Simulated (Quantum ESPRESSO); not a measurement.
# MgO (Periclase): phonons by linear response

Wanted: phonon bands, density of states and zone-centre response of MgO (Periclase).

Program: Quantum ESPRESSO 7.5. Level of theory: DFT LDA, scalar-relativistic, plane waves, PseudoDojo norm-conserving pseudopotentials. Results are calculated unless marked as measured.

**What experiment says.**

For MgO, rocksalt (polycrystalline end member, 300 K), “Disentangling orbital and spin exchange interactions for Co2+ on a rocksalt lattice” (2018, arxiv:1807.05012) gives, by powder X-ray diffraction: lattice constant a (cubic cell parameter) 4.2118 ± 0.0001 Å [room-temperature value].

For MgO, rocksalt (wedged single crystal slab, 295 K), “Infrared Optical Properties of Ferropericlase (Mg1-xFexO): Experiment and Theory” (2007, arxiv:0704.2267) gives, by infrared reflectance, oscillator fit: ε∞ (high-frequency dielectric constant) 2.95 ± 0.1; infrared mode (TO phonon at Gamma (T1u)) 396.5 cm⁻¹.

This is a report of a sequence of runs, with most program output left out.

The database entry behind the starting cell differs from later determinations by our own check (about 0.1 % long), so it need not match the best structure at ambient conditions.

### Step 1. Starting point

It takes space group Fm-3m (No. 225, cubic). Conventional cell: a = 4.217 Å, b = 4.217 Å, c = 4.217 Å, α = 90.00°, β = 90.00°, γ = 90.00°. Nearest to Mg lie 6 O at 2.11 Å. O has 6 Mg at 2.11 Å nearest. Farther neighbours and most contacts between anions are not listed.

### Step 2. A probe with smearing

Before anything dear is run, a loose run with smearing shows whether this is a metal and how far the cell is from rest.

File probe.in:

```
 &control
    calculation='scf',
    prefix='x',
    outdir='./tmp',
    pseudo_dir='./pseudo',
    tprnfor=.true.,
    tstress=.true.,
    verbosity='high',
 /
 &system
    ibrav=2,
    celldm(1)=7.96897507,
    nat=2,
    ntyp=2,
    ecutwfc=84.0,
    occupations='smearing',
    smearing='gaussian',
    degauss=0.01,
 /
 &electrons
    conv_thr=1.0d-07,
    mixing_beta=0.7,
    electron_maxstep=100,
 /
ATOMIC_SPECIES
 Mg     24.3050  Mg.upf
 O      15.9990  O.upf
ATOMIC_POSITIONS crystal
 Mg     0.000000000   0.000000000   0.000000000
 O      0.500000000   0.500000000   0.500000000
K_POINTS automatic
 8 8 8 0 0 0
```

Run with:

```bash
$ OMP_NUM_THREADS=1 mpirun -n 4 pw.x -nk 4 -in probe.in > probe.out
```

It took 2.9 s on 4 MPI ranks of Arm Neoverse V1, shared host.

This step gave:

```yaml
volume_per_atom: 9.374 Å³
pressure: -6.528 GPa
gap_on_the_k_mesh: 4.655 eV
```

A gap of 4.7 eV opens on this mesh, so the crystal is taken as an insulator; the start stands at -6.5 GPa.

### Step 3. Relaxing the cell and atoms

The relaxation runs at a cutoff a fifth above that of the response, since stress converges more slowly with the basis than frequencies do. Forces and stress are brought to rest with tight thresholds.

File relax.in:

```
 &control
    calculation='vc-relax',
    prefix='x',
    outdir='./tmp',
    pseudo_dir='./pseudo',
    tprnfor=.true.,
    tstress=.true.,
    forc_conv_thr=2.0d-05,
    etot_conv_thr=1.0d-07,
    nstep=40,
 /
 &system
    ibrav=2,
    celldm(1)=7.96897507,
    nat=2,
    ntyp=2,
    ecutwfc=101,
    occupations='fixed',
    nbnd=10,
 /
 &electrons
    conv_thr=1.0d-11,
    mixing_beta=0.7,
    electron_maxstep=100,
 /
 &ions
 /
 &cell
    press_conv_thr=0.2,
 /
ATOMIC_SPECIES
 Mg     24.3050  Mg.upf
 O      15.9990  O.upf
ATOMIC_POSITIONS crystal
 Mg     0.000000000   0.000000000   0.000000000
 O      0.500000000   0.500000000   0.500000000
K_POINTS automatic
 10 10 10 0 0 0
```

Run with:

```bash
$ OMP_NUM_THREADS=1 mpirun -n 4 pw.x -nk 4 -in relax.in > relax.out
```

Elapsed: 23 s, on 4 MPI ranks; 90 s of CPU time.

Step by step:

```
step  energy less that of the first step (eV)  largest force (eV/Å)  pressure (GPa)  volume (Å³)
   1                                   0.0000                0.0000           -6.43        18.75
   2                                  -0.0149                0.0000           -1.29        18.14
   3                                  -0.0155                0.0000            0.09        17.99
   4                                  -0.0155                0.0000            0.00        18.00
   5                                  -0.0155                0.0000            0.00        18.00
   6                                  -0.0155                0.0000            0.00        18.00
```

```
conventional cell, symmetrised  before  after  change
                         a (Å)   4.217  4.160  -1.3 %
                         b (Å)   4.217  4.160  -1.3 %
                         c (Å)   4.217  4.160  -1.3 %
              volume (Å³/atom)    9.37   9.00  -4.0 %
```

Final coordinates:

```
CELL_PARAMETERS angstrom
-2.08016 0.00000 2.08016
0.00000 2.08016 2.08016
-2.08016 2.08016 0.00000
ATOMIC_POSITIONS crystal
Mg 0.00000 0.00000 0.00000
O 0.50000 0.50000 0.50000
```

The last row of the table of steps is pw.x's closing run on a basis chosen anew for the final cell, so its energy can jump.

Numbers from this step:

| Item | Value |
| --- | --- |
| volume per atom | 9.001 Å³ |
| pressure | -0.004 GPa |
| gap on the k-mesh | 5.062 eV |

The volume changes by -4.0 % from the cell with which this run began.

### Step 4. Ground state

Perturbation theory inherits every error of the wavefunctions, so the threshold is set near the limit of the arithmetic. With a gap, occupations are fixed, which also allows the response to an electric field.

File scf.in:

```
 &control
    calculation='scf',
    prefix='x',
    outdir='./tmp',
    pseudo_dir='./pseudo',
    tprnfor=.true.,
    tstress=.true.,
 /
 &system
    ibrav=2,
    celldm(1)=7.86187509,
    nat=2,
    ntyp=2,
    ecutwfc=84.0,
    occupations='fixed',
    nbnd=10,
 /
 &electrons
    conv_thr=1.0d-12,
    mixing_beta=0.7,
    electron_maxstep=100,
 /
ATOMIC_SPECIES
 Mg     24.3050  Mg.upf
 O      15.9990  O.upf
ATOMIC_POSITIONS crystal
 Mg     0.000000000   0.000000000   0.000000000
 O      0.500000000   0.500000000   0.500000000
K_POINTS automatic
 12 12 12 0 0 0
```

Run with:

```bash
$ OMP_NUM_THREADS=1 mpirun -n 4 pw.x -nk 4 -in scf.in > scf.out
```

It took 7.3 s on 4 MPI ranks.

This step gave:

* pressure: -0.064 GPa

The cell stands at -0.064 GPa, close enough for phonons.

### Step 5. Phonons on a q mesh

Linear response treats each wavevector in the unit cell, with no supercell; the 4×4×4 mesh fixes the range of the force constants to be had.

File ph.in:

```
phonons
 &inputph
    prefix='x',
    outdir='./tmp',
    fildyn='x.dyn',
    tr2_ph=1.0d-18,
    epsil=.true.,
    ldisp=.true.,
    nq1=4,
    nq2=4,
    nq3=4,
 /
```

Run with:

```bash
$ OMP_NUM_THREADS=1 mpirun -n 4 ph.x -nk 4 -in ph.in > ph.out
```

The job ended after 61 min (4 MPI ranks; 4.1 h of CPU time).

This step gave:

| Property | Result |
| --- | --- |
| miss of the charge sum rule | 2.70e-4 e |
| largest acoustic frequency at the zone centre before the sum rule | 2.81 cm⁻¹ |
| highest optical zone-centre mode (no LO-TO term) | 409.2 cm⁻¹ |
| lowest optical zone-centre mode | 409.2 cm⁻¹ |
| mean high-frequency dielectric constant | 3.171 |
| largest Born charge in size (third of the trace) | 1.972 e |
| lowest mode on the q mesh (acoustic ones at the zone centre apart) | 187.7 cm⁻¹ |

Frequencies (cm⁻¹) at each irreducible wavevector; negative means imaginary. Frequencies by wavevector:

```
  q (fractions)  star  mode 1  mode 2  mode 3  mode 4  mode 5  mode 6
          0 0 0     1    2.81    2.81    2.81   409.2   409.2   409.2
       0 0 0.25     8   187.7   187.7   329.8   398.7   398.7   682.8
       0 0 -0.5     4   284.8   284.8   370.7   370.7   551.7   576.2
    0 0.25 0.25     6   218.8   218.8   335.4     433     433   626.5
    0 0.25 -0.5    24   285.2   336.2     421   447.1     455   561.8
   0 0.25 -0.25    12   275.3   324.3   379.9   419.8   469.2   593.2
    0 -0.5 -0.5     3   292.6   292.6   433.5   457.9   457.9     554
0.25 -0.5 -0.25     6   353.4   382.7   382.7   449.5   506.9   506.9
```

Born charge (rows field, columns displacement), before the sum rule (e), principal values of the symmetric part by kind of site:

```
atom  atoms with these values    low  middle   high   mean
 Mg1                        1   1.97    1.97   1.97   1.97
  O2                        1  -1.97   -1.97  -1.97  -1.97
```

In full for Mg1:

```
1.97 0.00 0.00
0.00 1.97 0.00
0.00 0.00 1.97
```

High-frequency dielectric tensor:

```
3.17 0.00 0.00
0.00 3.17 0.00
0.00 0.00 3.17
```

The acoustic modes at Γ come out as far as 2.8 cm⁻¹ from zero, where they should vanish, a small numerical error; the Born charges miss their sum rule by 2.7e-4 e, which is good.

### Step 6. Fourier transform to real space

The dynamical matrices of the mesh are Fourier-transformed to force constants in real space, after the long-range dipole part is taken out.

File q2r.in:

```
 &input
    fildyn='x.dyn',
    zasr='simple',
    flfrc='x.fc',
 /
```

Run with:

```bash
$ q2r.x < q2r.in > q2r.out
```

Run time: 0.48 s. Hardware: 1 thread.

### Step 7. Dispersion

From the force constants any wavevector is cheap; points of the mesh come back as solved, but for the sum rule and, in polar crystals, the LO-TO term at Γ; the rest is interpolation.

File matdyn.in:

```
 &input
    asr='simple',
    flfrc='x.fc',
    flfrq='x.freq',
    flvec='x.modes',
    q_in_band_form=.true.,
    q_in_cryst_coord=.true.,
 /
8
  0.0000000   0.0000000   0.0000000  12  ! GAMMA
  0.0000000   0.5000000   0.5000000  12  ! X
  0.0000000   0.6250000   0.3750000   1  ! U
 -0.3750000   0.3750000   0.0000000  12  ! K
  0.0000000   0.0000000   0.0000000  12  ! GAMMA
  0.0000000   0.5000000   0.0000000  12  ! L
 -0.2500000   0.5000000   0.2500000  12  ! W
  0.0000000   0.5000000   0.5000000   1  ! X
```

Run with:

```bash
$ matdyn.x -in matdyn.in > matdyn.out
```

Run time: 0.49 s. Hardware: 1 thread.

Numbers from this step:

```yaml
lowest_frequency_on_the_path: 0 cm⁻¹
```

Matdyn.x, sum rule simple. The phonon branches at the labelled points (cm⁻¹):

```
    point  branch 1  branch 2  branch 3  branch 4  branch 5  branch 6
        Γ         0         0         0       409       409       717
  halfway       219       219       335       433       433       626
        X       293       293       434       458       458       554
  halfway       295       325       427       450       471       548
        U       300       392       408       426       498       529
jump to K       300       392       408       426       498       529
  halfway       222       259       357       383       443       646
        Γ         0         0         0       409       409       717
  halfway       188       188       330       399       399       683
        L       285       285       371       371       552       576
  halfway       302       336       401       449       486       552
        W       353       383       383       450       507       507
  halfway       322       326       421       455       471       541
        X       293       293       434       458       458       554
```

All branches are real along the path.

### Step 8. Density of states

Sums over the zone need many more wavevectors than were solved, so the interpolation is sampled on a dense mesh.

File matdyn.in:

```
 &input
    asr='simple',
    flfrc='x.fc',
    dos=.true.,
    fldos='x.dos',
    nk1=19,
    nk2=19,
    nk3=19,
    deltaE=1.0,
 /
```

Run with:

```bash
$ matdyn.x -in matdyn.in > matdyn.out
```

It took 12 s on 1 thread.

Numbers from this step:

| Quantity | Value |
| --- | --- |
| share of modes beyond 3i cm⁻¹ on the dense interpolated mesh | 0 |
| zero-point energy per atom | 75.19 meV |
| heat capacity at 300 K | 18.27 J/(mol atoms K) |
| vibrational entropy at 300 K | 13.32 J/(mol atoms K) |

The phonon density of states has structure finer than the step of the table below, so its rows give means over 20 cm⁻¹, whole bins alone (the curve runs from 0 to 716 cm⁻¹). Peaks (cm⁻¹: height): total 300.0: 0.0259, 420.0: 0.0378, 440.0: 0.0353, 552.0: 0.0125; Mg 300.0: 0.0233, 424.0: 0.0188; O 416.0: 0.0211, 440.0: 0.0210, 552.0: 0.0120.

Tetrahedra. Table of phonon density of states by wavenumber; means over each step; values in 1/cm⁻¹/cell:

```
wavenumber (cm⁻¹)    total       Mg        O
               20   1.0e-5   6.0e-6   4.0e-6
               40   5.6e-5   3.1e-5   2.1e-5
               60   1.8e-4   1.1e-4   7.2e-5
               80   3.8e-4   2.3e-4   1.5e-4
              100   6.1e-4   3.8e-4   2.3e-4
              120   9.5e-4   5.9e-4   3.5e-4
              140  0.00137   8.7e-4   5.0e-4
              160  0.00193  0.00126   6.7e-4
              180  0.00265  0.00177   8.7e-4
              200  0.00362  0.00251  0.00111
              220  0.00493  0.00355  0.00138
              240  0.00681  0.00515  0.00165
              260  0.00985  0.00791  0.00195
              280   0.0170   0.0147  0.00225
              300   0.0231   0.0207  0.00236
              320   0.0136   0.0122  0.00138
              340  0.00987  0.00882  0.00106
              360  0.00831  0.00720  0.00111
              380   0.0161  0.00572   0.0104
              400   0.0251  0.00711   0.0180
              420   0.0345   0.0160   0.0184
              440   0.0315   0.0128   0.0187
              460   0.0152  0.00409   0.0112
              480   0.0136  0.00352   0.0101
              500  0.00698  0.00200  0.00498
              520  0.00434  0.00108  0.00326
              540   0.0100   5.7e-4  0.00945
              560  0.00983   8.0e-4  0.00903
              580  0.00726  0.00132  0.00595
              600  0.00531  0.00144  0.00387
              620  0.00431  0.00140  0.00291
              640  0.00361  0.00129  0.00232
              660  0.00297  0.00112  0.00185
              680  0.00230   9.0e-4  0.00140
              700  0.00147   5.8e-4   8.9e-4
```

Harmonic thermodynamic functions per atom, summed over the density of states scaled to three modes an atom; melting is ignored. Thermodynamic functions:

```
T (K)  F_vib (meV/atom)  S (J/mol-atom/K)  C_V (J/mol-atom/K)
    0             75.19                 0                   0
   50             75.18             0.106               0.395
  100              74.9             1.225               3.809
  200             70.92               6.9               13.13
  300              60.4             13.32               18.27
  400             43.59             18.97               20.81
  500             21.38             23.77               22.17
  600             -5.45             27.89               22.96
  700            -36.24             31.47               23.46
  800            -70.53             34.62                23.8
  900            -107.9             37.44               24.03
 1000              -148             39.98                24.2
```

At 300 K the heat capacity has reached 73 % of the Dulong-Petit value.

### Step 9. Modes with the sum rule

A rigid shift of the crystal must cost nothing, but grids and finite bases break this; the acoustic sum rule is imposed before the matrix is diagonalised again. With Born charges the intensities follow, and the static dielectric tensor.

File dynmat.in:

```
 &input
    fildyn='x.dyn1',
    asr='simple',
    fileig='dynmat.eig',
    lperm=.true.,
 /
```

Run with:

```bash
$ dynmat.x -in dynmat.in > dynmat.out
```

Run time: 0.45 s. Hardware: 1 thread.

Read from the output:

```
mean static dielectric constant : 9.750
```

Unit eigenvectors of the mass-weighted matrix after the sum rule; no LO-TO term. The modes at Γ (shares of kinetic energy by element, %):

```
mode  frequency (cm⁻¹)  symmetry  Mg %  O %
   1               0.0  acoustic    60   40
   2               0.0  acoustic    60   40
   3               0.0  acoustic    60   40
   4             409.2       T1u    40   60
   5             409.2       T1u    40   60
   6             409.2       T1u    40   60
```

Displacements in mode 5 (409.2 cm⁻¹), the largest set to 1:
```
Mg1  0.00  0.00 -0.66
O2   0.00  0.00  1.00
```

Degenerate modes summed, no LO-TO term. Infrared lines, with heights relative to the strongest:

```
position (cm⁻¹)  lines merged  label  IR intensity, relative
            409             3    T1u                     100
```

Static dielectric tensor (ions relaxed, fixed cell):

```
9.75 0.00 0.00
0.00 9.75 0.00
0.00 0.00 9.75
```

The rule moves no optical mode by more than 0.1 cm⁻¹.

### Step 10. Sum rules set otherwise (asr no)

Without the rule the raw error of the acoustic modes shows.

File dynmat.in:

```
 &input
    fildyn='x.dyn1',
    asr='no',
    fileig='dynmat.eig',
    lperm=.true.,
 /
```

Run with:

```bash
$ dynmat.x -in dynmat.in > dynmat.out
```

Run time: 0.45 s. Hardware: 1 thread.

Zone-centre frequencies as printed; negative means imaginary. Modes:

```
mode  frequency (cm⁻¹)
   1              2.81
   2              2.81
   3              2.81
   4             409.2
   5             409.2
   6             409.2
```

Against the first rule no mode moves by more than 2.9 cm⁻¹.

### Step 11. Sum rules set otherwise: a sum rule for molecules or wires on a crystal

This rule also removes rotations, which suits wires and not a crystal; it is tried to see the harm.

File dynmat.in:

```
 &input
    fildyn='x.dyn1',
    asr='one-dim',
    fileig='dynmat.eig',
    lperm=.true.,
 /
```

Run with:

```bash
$ dynmat.x -in dynmat.in > dynmat.out
```

Run time: 0.45 s. Hardware: 1 thread.

The program raised no error, yet the settings are not those of a careful run.

The fault: a sum rule for molecules or wires on a crystal; 1 optical mode is projected out to zero frequency, as if it were a rotation, and the static dielectric tensor is spoilt.

For a crystal the rule has to be 'simple' or 'crystal'.

Zone-centre frequencies as printed; negative means imaginary. Modes:

```
mode  frequency (cm⁻¹)
   1                 0
   2                 0
   3                 0
   4                 0
   5             409.2
   6             409.2
```

### Step 12. Modes along a direction of q (1 0 0)

A longitudinal polar mode sets up a macroscopic field that stiffens it; the term hangs on the direction from which q goes to zero.

File dynmat.in:

```
 &input
    fildyn='x.dyn1',
    asr='simple',
    fileig='dynmat.eig',
    q(1)=1.0,
    q(2)=0.0,
    q(3)=0.0,
 /
```

Run with:

```bash
$ dynmat.x -in dynmat.in > dynmat.out
```

Wall time 0.45 s (1 thread).

Read from the output:

```yaml
highest_mode_moved_by_the_lo_to_term: 717.4 cm⁻¹
```

Zone-centre frequencies as printed; negative means imaginary. Modes:

```
mode  frequency (cm⁻¹)
   1                 0
   2                 0
   3                 0
   4             409.2
   5             409.2
   6             717.4
```

The field moves one mode, from 409 to 717 cm⁻¹; the others stay.

### Step 13. The dispersion under another sum rule (asr all)

The sum rule corrects the force constants themselves, so it can shift branches at any wavevector, low ones most.

File matdyn.in:

```
 &input
    asr='all',
    flfrc='x.fc',
    flfrq='x.freq',
    flvec='x.modes',
    q_in_band_form=.true.,
    q_in_cryst_coord=.true.,
 /
8
  0.0000000   0.0000000   0.0000000   8  ! GAMMA
  0.0000000   0.5000000   0.5000000   8  ! X
  0.0000000   0.6250000   0.3750000   1  ! U
 -0.3750000   0.3750000   0.0000000   8  ! K
  0.0000000   0.0000000   0.0000000   8  ! GAMMA
  0.0000000   0.5000000   0.0000000   8  ! L
 -0.2500000   0.5000000   0.2500000   8  ! W
  0.0000000   0.5000000   0.5000000   1  ! X
```

Run with:

```bash
$ matdyn.x -in matdyn.in > matdyn.out
```

It took 0.49 s on 1 thread.

At the labelled points the branches move by no more than 0.2 cm⁻¹. The log warns that this rule wants the long-range part of the force constants stored apart (write_lr, read_lr) in a polar crystal, which was not done.

### Step 14. What came out

| Property | Result |
| --- | --- |
| space group after relaxation | Fm-3m |
| volume per atom | 9.00 Å³ |
| gap on the k-mesh | 5.06 eV |
| highest optical zone-centre mode (no LO-TO term) | 409.2 cm⁻¹ |
| highest mode moved by the LO-TO term | 717.4 cm⁻¹ |
| mean high-frequency dielectric constant | 3.17 |
| largest Born charge in size (third of the trace) | 1.97 e |
| mean static dielectric constant | 9.75 |
| q mesh | 4×4×4 |
| lowest mode on the q mesh (acoustic ones at the zone centre apart) | 187.7 cm⁻¹ |
| zero-point energy per atom | 75.2 meV |
| heat capacity at 300 K | 18.3 J/(mol atoms K) |
| vibrational entropy at 300 K | 13.3 J/(mol atoms K) |
| imaginary modes on the q mesh | none |

MgO (Periclase) is dynamically stable on the 4×4×4 mesh; its spectrum reaches 717 cm⁻¹. At the LDA level the optical modes of MgO (Periclase) at the zone centre (no LO-TO term) lie at 409 cm⁻¹. Along the directions run, the highest mode that the macroscopic field moves lies at 717 cm⁻¹. Lattice motion raises the mean dielectric constant from 3.171 to 9.750. The Born charge of O is -1.972 e against a formal charge of -2, close to the ionic value. The Lyddane-Sachs-Teller relation holds: (ωLO/ωTO)² is 3.07 and ε₀/ε∞ is 3.07. These are harmonic frequencies at zero temperature: anharmonic shifts and linewidths and thermal expansion are left out.

Computed beside measured:

| quantity | measured | LDA PseudoDojo norm-conserving, Quantum ESPRESSO |
| --- | --- | --- |
| lattice constant a (Å) | 4.2118 | 4.160 (-1.2 %) |
| ε∞ (mean of the tensor) | 2.95 | 3.17 (+7.5 %) |
| infrared mode, TO phonon at Gamma (T1u) (cm⁻¹) | 396.5 | 409 (+3.2 %) |

Measured values from arxiv:1807.05012 (2018) and arxiv:0704.2267 (2007).

Verdict: The lattice constant a is off by -1.2 %: fair agreement. The ε∞ is off by +7.5 %: fair agreement. The infrared mode is off by +3.2 %: fair agreement. The grades are ours: good and fair within 0.7 and 1.5 % for the lattice constant a, 7 and 18 % for the ε∞ and 3 and 7 % for the infrared mode. Zero-point motion and thermal expansion (measured at up to 300 K) are not in the computed lattice constants and infrared mode.

[Host names and launcher messages were left out of these logs when they were recorded.]

[Logs are printed without paths, hosts, clocks, repeated set-up lines and the standing remarks that a program may print on its own settings, such as how far it seeks lower states.]

[Hosts, paths, dates, database ids (printed as entryN), source tags and the programs' standing remarks are cut or masked in the printed files.]
